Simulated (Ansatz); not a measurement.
# Direct or indirect: K2CdSe2O6 (R-3m)

```
Cd Se K O
1.0
     2.84875    1.64473    6.31620
    -2.84875    1.64473    6.31620
     0.00000   -3.28945    6.31620
Cd Se K O
1 2 2 6
Direct
  0.00000 0.00000 0.00000
  0.37603 0.37603 0.37603
  0.62397 0.62397 0.62397
  0.19607 0.19607 0.19607
  0.80393 0.80393 0.80393
  0.25804 0.25804 0.72374
  0.72374 0.25804 0.25804
  0.25804 0.72374 0.25804
  0.27626 0.74196 0.74196
  0.74196 0.74196 0.27626
  0.74196 0.27626 0.74196
```

Method: Ansatz, PBE, independent particles, without spin-orbit coupling, line width 0.1 eV (Gaussian). The band structure gives a fundamental gap of 3.85 eV. The spectrum of vertical transitions near the edge:

```csv
E (eV),"Im ε, E ∥ xy","Im ε, E ∥ z"
3.36,0.00,0.00
3.48,0.00,0.00
3.60,0.00,0.00
3.72,0.00,0.00
3.84,0.00,0.00
3.96,0.00,0.00
4.08,0.00,0.01
4.20,0.01,0.10
4.32,0.32,0.23
4.44,1.20,0.29
4.56,1.14,0.26
4.68,0.71,0.19
4.80,1.35,0.23
4.92,2.85,0.46
5.04,4.00,0.75
5.16,4.82,1.23
5.28,4.92,1.75
5.40,4.35,2.05
5.52,4.35,2.22
```

(1) Is the gap direct or indirect, and about where do vertical transitions set in?

## Answers

(1) Indirect, by the band path, whose least direct gap is 4.19 eV. The curves fit this: they stay near zero above 3.85 eV and rise only from about 4.2 eV, though a forbidden direct transition would look alike. Lines are broadened by 0.1 eV, which spreads the edge, and phonons, which would give weak absorption from the fundamental gap up, are left out.

[Logs are printed without paths, hosts, clocks, repeated set-up lines and the standing remarks that a program may print on its own settings, such as how far it seeks lower states.]
